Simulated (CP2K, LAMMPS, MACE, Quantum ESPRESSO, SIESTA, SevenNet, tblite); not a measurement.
# Bulk modulus two ways: Zn21Cd9Te14Se16 with crystalline order left by the classical run (60 atoms), QE, PBE

The cell holds 60 atoms (21 Zn, 9 Cd, 14 Te and 16 Se). Recipe: 60 atoms (21 Zn, 9 Cd, 14 Te, 16 Se) placed at random at 5.25 g/cm³, melted at 2500 K for 10 ps at fixed volume with the Stillinger-Weber II-VI potential (Zhou et al., Phys. Rev. B 88, 085309 (2013)). Quenched from 2500 K to 300 K at 10 K/ps and fixed volume, annealed at 900 K for 20 ps, held 5 ps, then minimised at fixed cell. Then the atoms were relaxed with MACE MP-0b3 medium in the fixed cell.

Calculated with Quantum ESPRESSO 7.5: PBE; plane waves, SSSP efficiency, 60/480 Ry; k-points Γ. The cell is scaled evenly by ±3 % in volume, and MACE MP-0b3 medium relaxes the atoms at each volume before the single point.

```
volume (Å³/atom)  energy less the middle row's (meV/atom)  pressure (GPa)
          27.790                                   12.690           2.456
          28.649                                    0.000           1.316
          29.509                                   -4.859           0.366
```

**Question.** Find the bulk modulus at the middle volume from the pressures and from the energies, and check the printed pressure against the slope of the energy (1 meV/Å³ = 0.16022 GPa).

Worked:

The step is h = 0.8595 Å³. From pressures: B = −V dP/dV = 28.649 × (2.456 − (0.366)) / (2 × 0.8595) = 34.8 GPa.

From energies: B = V d²E/dV² = 28.649 × (12.690 + (-4.859)) / 0.8595² = 303.7 meV/Å³ = 48.7 GPa.

Slope: P = −dE/dV = −(-4.859 − (12.690)) / (2 × 0.8595) = 10.2 meV/Å³ = 1.64 GPa, against 1.32 GPa printed.

The modulus from energies lies 40 % over that from pressures.

A central difference over ±3 % overstates P by about B(1 + B′)(0.03)²/6, some 0.03 GPa for B′ = 4, which is small against the gap found. The atoms follow MACE MP-0b3 medium, so this level's forces do work along the path, which enters the energies but not the printed pressures. A stress printed at a finite cutoff holds the number of plane waves fixed and tends to come out low, which is the sign found here.

Limits: three points, a static cell at zero temperature, the cell shape held; the modulus is that at 1.3 GPa, not at zero pressure.

[Logs are printed without paths, hosts, clocks, repeated set-up lines and the standing remarks that a program may print on its own settings, such as how far it seeks lower states.]

[Hosts, paths, dates, database ids (printed as entryN), source tags and the programs' standing remarks are cut or masked in the printed files.]
